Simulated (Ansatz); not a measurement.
# Resistivity from frozen vibrations: Mo(100) with 4 thermally displaced layers, 2x2

Wanted: the phonon-limited resistivity of Mo at 180 K by the Landauer route.

Method: Ansatz plane-wave DFT, PBE, PAW files; ballistic transport by layer matching (Landauer), zero bias; PAW set soft_1, in Ansatz 0.2.0.

This is a report of a sequence of runs, with most program output left out.

**1. The structure**

The cell holds 56 atoms: 56 Mo. Cell: a = 6.294 Å, b = 6.294 Å, c = 22.029 Å, α = 90.0°, β = 90.0°, γ = 90.0°. It derives from Mo. Regions: lead, 40 atoms (40 Mo); scattering region, 16 atoms (16 Mo). The structure is stacked along c, and the current runs across the ab planes.

**2. With 4 displaced layers**

Each atom of 4 layers is moved at random, by amounts drawn from a normal law 0.0396 Å wide in each direction from the Debye model (450 K) at 180 K. The layers about the cell's end stay perfect and serve as the lead. Disorder leaves little or no symmetry, which makes such runs dear. Energies from -0.05 to 0.05 eV in steps of 0.05 eV are too few for the program's thermal sum, so it prints no conductance; for a metal the transmission near the Fermi level serves, at a fraction of the cost.

input.yaml reads:

```yaml
crystal:
  lattice:
    - [6.294, 0.0, 0.0]
    - [0.0, 6.294, 0.0]
    - [0.0, 0.0, 22.029]
  atoms:
    - { symbol: Mo, position: [0.0, 0.0, 0.0357142857] }
    - { symbol: Mo, position: [0.0, 0.5, 0.0357142857] }
    - { symbol: Mo, position: [0.5, 0.0, 0.0357142857] }
    - { symbol: Mo, position: [0.5, 0.5, 0.0357142857] }
    - { symbol: Mo, position: [0.25, 0.25, 0.1071428571] }
    - { symbol: Mo, position: [0.25, 0.75, 0.1071428571] }
    - { symbol: Mo, position: [0.75, 0.25, 0.1071428571] }
    - { symbol: Mo, position: [0.75, 0.75, 0.1071428571] }
[... 44 atom lines left out ...]
    - { symbol: Mo, position: [0.25, 0.25, 0.9642857143] }
    - { symbol: Mo, position: [0.25, 0.75, 0.9642857143] }
    - { symbol: Mo, position: [0.75, 0.25, 0.9642857143] }
    - { symbol: Mo, position: [0.75, 0.75, 0.9642857143] }
kpoints:
  mp_grid: { grid: [4, 4, 1] }
hamiltonian:
  xc: pbe
  pseudopotentials: { kind: paw, azcp: { folder: soft_1 } }
scf:
  occupations: { method: fermi_dirac, width: 0.1 }
output:
  transmission: { leads: [[0, 4]], kmesh: [8, 8], e_range: [-0.05, 0.05], de: 0.05 }
  write_potential: true
  write_density: true
  volumetric_format: npy
```

Started as:

```sh
$ ansatz run input.yaml --threads 4 --pin off --max-ram 15360MiB --backend cpu --events-out ev --progress --plain --runs-dir out
```

The job ended after 12 min (4 threads of Arm Neoverse V1, shared host; peak memory 7.7 GiB).

This step gave:

```
free energy                                    : -277538.9931 eV
energy at zero smearing                        : -277538.2773 eV
Fermi energy                                   : 21.19 eV
cell area                                      : 39.61 Å²
transmission per spin nearest the Fermi level  : 6.498
open channels per spin nearest the Fermi level : 6.781
step of the lead's potential                   : 1.1 meV
```

Per spin. Transmission, zone mean against energy, zero at the Fermi level:

```
energy (eV)  transmission, zone mean
    -0.0500                     6.31
     0.0000                     6.50
     0.0500                     6.58
```

Per spin. Table of open channels, zone mean, lead by energy, zero at the Fermi level:

```
energy (eV)  open channels, zone mean, lead
    -0.0500                            6.59
     0.0000                            6.78
     0.0500                            6.84
```

Transmission over k1 and k2. At 0.0000 eV from the Fermi level.

Ten even steps from '0' (0.0) to '9' (14.1):
```
00134310
21379831
23899973
24999994
23799983
21389731
00134310
00222220
```
Columns: k1 (b1) from -0.5 to 0.375; rows upwards: k2 (b2) from -0.5 to 0.375.

Open channels over k1 and k2. At 0.0000 eV from the Fermi level.

Ten even steps from '_' (0.0) to '@' (15.0):
```
____..--==--..__
::..==%%@@%%==..
::--%%@@@@@@%%--
::==@@@@@@@@@@==
::--%%@@@@@@%%--
::..==%%@@%%==..
____..--==--..__
____::::::::::__
```
Columns: k1 (b1) from -0.5 to 0.375; rows upwards: k2 (b2) from -0.5 to 0.375.

Over the solved energies the transmission per spin lies between 6.31 and 6.58, out of 6.74 channels of the lead on average (up to 6.84).

**3. With 8 displaced layers**

Each atom of 8 layers is moved at random, by amounts drawn from a normal law 0.0396 Å wide in each direction from the Debye model (450 K) at 180 K. A fresh draw is used; the growth of the resistance with length is what counts.

System of this step: Mo(100) with 8 thermally displaced layers, 2x2. The cell holds 72 atoms: 72 Mo. Its edges and angles: a = 6.294 Å, b = 6.294 Å, c = 28.323 Å, α = 90.0°, β = 90.0°, γ = 90.0°. It derives from Mo. Regions: lead, 40 atoms (40 Mo); scattering region, 32 atoms (32 Mo). The structure is stacked along c, and the current runs across the ab planes.

input.yaml reads:

```yaml
crystal:
  lattice:
    - [6.294, 0.0, 0.0]
    - [0.0, 6.294, 0.0]
    - [0.0, 0.0, 28.323]
  atoms:
    - { symbol: Mo, position: [0.0, 0.0, 0.0277777778] }
    - { symbol: Mo, position: [0.0, 0.5, 0.0277777778] }
    - { symbol: Mo, position: [0.5, 0.0, 0.0277777778] }
    - { symbol: Mo, position: [0.5, 0.5, 0.0277777778] }
    - { symbol: Mo, position: [0.25, 0.25, 0.0833333333] }
    - { symbol: Mo, position: [0.25, 0.75, 0.0833333333] }
    - { symbol: Mo, position: [0.75, 0.25, 0.0833333333] }
    - { symbol: Mo, position: [0.75, 0.75, 0.0833333333] }
[... 60 atom lines left out ...]
    - { symbol: Mo, position: [0.25, 0.25, 0.9722222222] }
    - { symbol: Mo, position: [0.25, 0.75, 0.9722222222] }
    - { symbol: Mo, position: [0.75, 0.25, 0.9722222222] }
    - { symbol: Mo, position: [0.75, 0.75, 0.9722222222] }
kpoints:
  mp_grid: { grid: [4, 4, 1] }
hamiltonian:
  xc: pbe
  pseudopotentials: { kind: paw, azcp: { folder: soft_1 } }
scf:
  occupations: { method: fermi_dirac, width: 0.1 }
output:
  transmission: { leads: [[0, 4]], kmesh: [8, 8], e_range: [-0.05, 0.05], de: 0.05 }
  write_potential: true
  write_density: true
  volumetric_format: npy
```

It took 18 min on 4 threads; peak memory 8 GiB; 69 min of CPU time.

This step gave:

```yaml
free_energy: -356835.4756 eV
energy_at_zero_smearing: -356834.6533 eV
fermi_energy: 21.11 eV
transmission_per_spin_nearest_the_fermi_level: 5.849
open_channels_per_spin_nearest_the_fermi_level: 6.594
step_of_the_lead_s_potential: 2.7 meV
```

Per spin. Transmission, zone mean against energy, zero at the Fermi level:

```
energy (eV)  transmission, zone mean
    -0.0500                     5.84
     0.0000                     5.85
     0.0500                     5.78
```

Over the solved energies the transmission per spin lies between 5.78 and 5.85, out of 6.59 channels of the lead on average (up to 6.66).

**4. With 12 displaced layers**

Each atom of 12 layers is moved at random, by amounts drawn from a normal law 0.0396 Å wide in each direction from the Debye model (450 K) at 180 K. A fresh draw is used; the growth of the resistance with length is what counts.

System of this step: Mo(100) with 12 thermally displaced layers, 2x2. The cell holds 88 atoms: 88 Mo. Cell: a = 6.294 Å, b = 6.294 Å, c = 34.617 Å, α = 90.0°, β = 90.0°, γ = 90.0°. It derives from Mo. Regions: lead, 40 atoms (40 Mo); scattering region, 48 atoms (48 Mo). The structure is stacked along c, and the current runs across the ab planes.

input.yaml reads:

```yaml
crystal:
  lattice:
    - [6.294, 0.0, 0.0]
    - [0.0, 6.294, 0.0]
    - [0.0, 0.0, 34.617]
  atoms:
    - { symbol: Mo, position: [0.0, 0.0, 0.0227272727] }
    - { symbol: Mo, position: [0.0, 0.5, 0.0227272727] }
    - { symbol: Mo, position: [0.5, 0.0, 0.0227272727] }
    - { symbol: Mo, position: [0.5, 0.5, 0.0227272727] }
    - { symbol: Mo, position: [0.25, 0.25, 0.0681818182] }
    - { symbol: Mo, position: [0.25, 0.75, 0.0681818182] }
    - { symbol: Mo, position: [0.75, 0.25, 0.0681818182] }
    - { symbol: Mo, position: [0.75, 0.75, 0.0681818182] }
[... 76 atom lines left out ...]
    - { symbol: Mo, position: [0.25, 0.25, 0.9772727273] }
    - { symbol: Mo, position: [0.25, 0.75, 0.9772727273] }
    - { symbol: Mo, position: [0.75, 0.25, 0.9772727273] }
    - { symbol: Mo, position: [0.75, 0.75, 0.9772727273] }
kpoints:
  mp_grid: { grid: [4, 4, 1] }
hamiltonian:
  xc: pbe
  pseudopotentials: { kind: paw, azcp: { folder: soft_1 } }
scf:
  occupations: { method: fermi_dirac, width: 0.1 }
output:
  transmission: { leads: [[0, 4]], kmesh: [8, 8], e_range: [-0.05, 0.05], de: 0.05 }
  write_potential: true
  write_density: true
  volumetric_format: npy
```

Run time: 28 min. Hardware: 4 threads; peak memory 8.1 GiB; 1.8 h of CPU time.

This step gave:

* free energy: -436131.9426 eV
* energy at zero smearing: -436130.8602 eV
* Fermi energy: 21.13 eV
* transmission per spin nearest the Fermi level: 5.620
* step of the lead's potential: 3.6 meV

Per spin. Table of transmission, zone mean by energy, zero at the Fermi level:

```
energy (eV)  transmission, zone mean
    -0.0500                     5.59
     0.0000                     5.62
     0.0500                     5.76
```

Over the solved energies the transmission per spin lies between 5.59 and 5.76, out of 6.64 channels of the lead on average (up to 6.78).

**5. The fit**

This step: Ansatz plane-wave DFT, PBE, PAW files; ballistic transport by layer matching (Landauer), zero bias; resistivity from the slope of the area resistance; PAW set soft_1 (Ansatz 0.2.0).

Numbers from this step:

```
resistivity           : 8.042 µΩ cm
intercept             : -0.01173 fΩ m²
scatter about the fit : 0.009227 fΩ m²
```

Resistance, by row:

```
run  length (Å)      T  channels N  RA (fΩ m²)
 n4       6.294  6.464        6.74     0.03236
 n8       12.59  5.824       6.594      0.1026
n12       18.88  5.655       6.635      0.1336
```

Table of area resistance by length of the displaced region:

```
length of the displaced region (Å)  area resistance (fΩ m²)
                              6.29                   0.0324
                             12.59                    0.103
                             18.88                    0.134
```

The area resistance goes from 0.032 to 0.13 fΩ m² between 6.3 and 18.9 Å, a slope of 8.0 µΩ cm.

By hand from the end points: (0.1336 − 0.03236) fΩ m² / (18.88 − 6.29) Å = 8.0 µΩ cm, since 1 fΩ m² per Å is 1000 µΩ cm.

**6. What came out**

```yaml
resistivity_from_the_slope: 8.04 µΩ cm
area_resistance_over_6p29_a: 0.0324 fΩ m²
area_resistance_over_12p6_a: 0.103 fΩ m²
area_resistance_over_18p9_a: 0.134 fΩ m²
```

In words: The slope gives 8.0 µΩ cm. The points scatter by 0.0092 fΩ m² about the line, with one random draw a length in a 2x2 cell, so the slope is a rough value. The mean square of the displacements drawn is 0.75, 0.94 and 0.81 of the nominal one at the three lengths; with each resistance scaled back by that, the slope is 9.7 µΩ cm, the value used below. The lead's own channel count moves between the runs (6.74, 6.59 and 6.64), which shifts RA and the slope too. Read with a model of isotropic scattering on a spherical Fermi surface and the lead's 1.3×10¹⁵ S/m², this slope means a mean free path near 66 Å; over these lengths the model's slope is 1.12 times its bulk resistivity, which would be 8.6 µΩ cm. Uncorrelated displacements put too much weight on short waves, which scatter strongly; with the sideways repeat of a small cell, one draw and three short lengths, the method is good to a factor of two or three.

[Logs are printed without paths, hosts, clocks, repeated set-up lines and the standing remarks that a program may print on its own settings, such as how far it seeks lower states.]

[Hosts, paths, dates, database ids (printed as entryN), source tags and the programs' standing remarks are cut or masked in the printed files.]
